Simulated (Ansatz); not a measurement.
# NaCl (Halite): bands and screening cutoff converge together, part 2 of 2

Can the band sum of G0W0 be converged at a fixed screening cutoff? A test on NaCl (Halite).

Ansatz 0.2.0; G0W0 on PBE, plane waves, PAW; PAW set soft_1. Known limits of the many-body steps: not at the basis limit.

So far. Step 7 (187 empty bands, screening to 150 eV): The G0W0 gap on the mesh is 7.886 eV.

## (8) 332 empty bands, screening to 220 eV

File input.yaml:

```yaml
crystal:
  lattice:
    - [0.0, 2.82005, 2.82005]
    - [2.82005, 0.0, 2.82005]
    - [2.82005, 2.82005, 0.0]
  atoms:
    - { symbol: Na, position: [0.0, 0.0, 0.0] }
    - { symbol: Cl, position: [0.5, 0.5, 0.5] }
kpoints:
  mp_grid: { grid: [6, 6, 6] }
hamiltonian:
  xc: pbe
  pseudopotentials: { kind: paw, azcp: { folder: soft_1 } }
scf:
  occupations: { method: fixed }
gw:
  n_empty_bands: 332
  ecut_chi: 220
  qp_bands: [v2, c2]
  qp_kpoints: band_edges
  screening: { model: contour_deformation }
```

Launch:

```console
$ ansatz run input.yaml --threads 2 --pin off --max-ram 73728MiB --backend cuda --events-out ev --progress --plain --runs-dir out --devices 1 --max-vram 13GiB
```

Numbers of over 12 decimals in the logs are rounded to 6 here.

Output:

```text
GPUs: using 1 of 1 available (devices: 1).
[...]
GPU FFT provider: cuFFT
GPU libraries: cuBLAS 13.8.2, cuFFT 12.4.0, cuSOLVER 12.3.4
Crystal: 2 atoms, lattice volume = 44.854 Å³
Basis set: ecut = 420 eV, 893 PW (Γ)
Bands: 12, of which v1, the nominal top of the filled ones, is band 8 counted from 1 (7 counted from 0)
Symmetry: 48 space group operations
[...]
k-points: 16 of 216
[...]
1    10     11.3201    -3.7296    -3.5570    -8.2871  0.8448    12.3308    12.3206  root
[...]
13     7      0.3035   -20.2016     2.4034   -15.5864  0.7946    -1.9746    -1.9083  root
    13     8      0.6234   -20.5772     2.3221   -16.0774  0.7955    -1.6151    -1.5543  root
    13     9      9.4006    -5.8862    -3.5598   -10.4726  0.8430    10.4370    10.4272  root
    13    10     10.2021    -4.0071    -3.4109    -8.3234  0.8478    11.1150    11.1075  root
[key lines of the parts left out:]
SCF converged after 7 iterations
Free energy (F): -2569.553062 eV
Fermi energy:    1.045392 eV
```

Elapsed: 24 s, on 1 × NVIDIA H100 80GB HBM3 (shared by 6 runs) with 2 threads of AMD EPYC 7R13 (Zen 3), shared host; peak memory 1.4 GiB.

The G0W0 gap on the mesh is 7.971 eV.

## (9) 101 empty bands, screening to 300 eV

input.yaml, as its differences from that of step 8:

```diff
@@ -16,4 +16,4 @@
 gw:
-  n_empty_bands: 332
-  ecut_chi: 220
+  n_empty_bands: 101
+  ecut_chi: 300
   qp_bands: [v2, c2]
```

Output:

```text
GPUs: using 1 of 1 available (devices: 1).
[...]
GPU FFT provider: cuFFT
GPU libraries: cuBLAS 13.8.2, cuFFT 12.4.0, cuSOLVER 12.3.4
Crystal: 2 atoms, lattice volume = 44.854 Å³
Basis set: ecut = 420 eV, 893 PW (Γ)
Bands: 12, of which v1, the nominal top of the filled ones, is band 8 counted from 1 (7 counted from 0)
Symmetry: 48 space group operations
[...]
k-points: 16 of 216
[...]
1    10     11.3201    -3.7296    -3.4489    -8.2871  0.8452    12.4413    12.4287  root
[...]
13     7      0.3035   -20.2016     2.6032   -15.5864  0.7950    -1.7616    -1.7085  root
    13     8      0.6234   -20.5772     2.5341   -16.0774  0.7960    -1.3904    -1.3423  root
    13     9      9.4006    -5.8862    -3.4299   -10.4726  0.8433    10.5697    10.5572  root
    13    10     10.2021    -4.0071    -3.3065    -8.3234  0.8481    11.2213    11.2119  root
[key lines of the parts left out:]
SCF converged after 7 iterations
Free energy (F): -2569.553062 eV
Fermi energy:    1.045392 eV
```

The job ended after 18 s (1 × NVIDIA H100 80GB HBM3 (shared by 6 runs) with 2 threads; peak memory 1.9 GiB; 21 s of CPU time).

The G0W0 gap on the mesh is 7.846 eV.

## (10) 529 empty bands, screening to 300 eV

input.yaml, as its differences from that of step 9:

```diff
@@ -16,3 +16,3 @@
 gw:
-  n_empty_bands: 101
+  n_empty_bands: 529
   ecut_chi: 300
```

Output:

```text
GPUs: using 1 of 1 available (devices: 1).
[...]
GPU FFT provider: cuFFT
GPU libraries: cuBLAS 13.8.2, cuFFT 12.4.0, cuSOLVER 12.3.4
Crystal: 2 atoms, lattice volume = 44.854 Å³
Basis set: ecut = 420 eV, 893 PW (Γ)
Bands: 12, of which v1, the nominal top of the filled ones, is band 8 counted from 1 (7 counted from 0)
Symmetry: 48 space group operations
[...]
k-points: 16 of 216
[...]
1    10     11.3201    -3.7296    -3.5771    -8.2871  0.8448    12.3102    12.3005  root
[...]
13     7      0.3035   -20.2016     2.3422   -15.5864  0.7944    -2.0403    -1.9695  root
    13     8      0.6234   -20.5772     2.2557   -16.0774  0.7952    -1.6860    -1.6207  root
    13     9      9.4006    -5.8862    -3.5883   -10.4726  0.8428    10.4079    10.3987  root
    13    10     10.2021    -4.0071    -3.4328    -8.3234  0.8477    11.0927    11.0856  root
[key lines of the parts left out:]
SCF converged after 7 iterations
Free energy (F): -2569.553062 eV
Fermi energy:    1.045392 eV
```

Elapsed: 65 s, on 1 × NVIDIA H100 80GB HBM3 (shared by 6 runs) with 2 threads; peak memory 2 GiB.

The G0W0 gap on the mesh is 8.020 eV.

## (11) The grid

Start PBE, 6×6×6 mesh. Times are wall times on 1 × NVIDIA H100 80GB HBM3 (shared by 6 runs) with 2 threads of AMD EPYC 7R13 (Zen 3), shared host, good to a factor of about two.

```csv
cutoff (eV),plane waves at q = 0,bands summed,gap (eV),Σc valence (eV),Σc conduction (eV),time
50,27,44,7.569,2.82,-3.01,10 s
50,27,195,7.512,2.70,-3.18,15 s
100,113,109,7.765,2.53,-3.10,12 s
100,113,537,7.789,2.44,-3.17,40 s
150,169,44,7.688,2.78,-2.93,12 s
150,169,195,7.886,2.35,-3.16,15 s
220,331,340,7.971,2.21,-3.21,24 s
300,531,109,7.846,2.44,-3.11,18 s
300,531,537,8.020,2.14,-3.24,65 s
```

## (12) What came out

```
44 bands, 50 eV                    : 7.569 eV
195 bands, 50 eV                   : 7.512 eV
109 bands, 100 eV                  : 7.765 eV
537 bands, 100 eV                  : 7.789 eV
44 bands, 150 eV                   : 7.688 eV
195 bands, 150 eV                  : 7.886 eV
340 bands, 220 eV                  : 7.971 eV
109 bands, 300 eV                  : 7.846 eV
537 bands, 300 eV                  : 8.020 eV
estimated limit along the diagonal : 8.10 eV
mesh and start                     : 6×6×6, PBE
```

At 50 eV, going from 44 to 195 bands moves the gap by −0.06 eV. At 100 eV, going from 109 to 537 bands moves the gap by +0.02 eV. At 150 eV, going from 44 to 195 bands moves the gap by +0.20 eV. At 300 eV, going from 109 to 537 bands moves the gap by +0.17 eV. At 44 bands, raising the cutoff from 50 to 150 eV moves it by +0.12 eV. At 195 bands, raising the cutoff from 50 to 150 eV moves it by +0.37 eV. At 109 bands, raising the cutoff from 100 to 300 eV moves it by +0.08 eV. At 537 bands, raising the cutoff from 100 to 300 eV moves it by +0.23 eV. Along the diagonal, where both rise together, the two highest rungs point to 8.10 eV. Gaps are over the mesh's points; an edge off the mesh would be missed. A low cutoff hides what high bands add, so a band series at one cutoff can look settled before the gap is.

[Paths, hosts, dates, memory and timing lines, banners, echoed tables and standing remarks are left out of the program output.]

[Logs are printed without paths, hosts, clocks, repeated set-up lines and the standing remarks that a program may print on its own settings, such as how far it seeks lower states.]

[Runs of the session that timed out or met a known fault of the program may be left out.]

[Cells called generated may have been cut or substituted from an entry of the Crystallography Open Database or the Materials Project.]

[Hosts, paths, dates, database ids (printed as entryN), source tags and the programs' standing remarks are cut or masked in the printed files.]
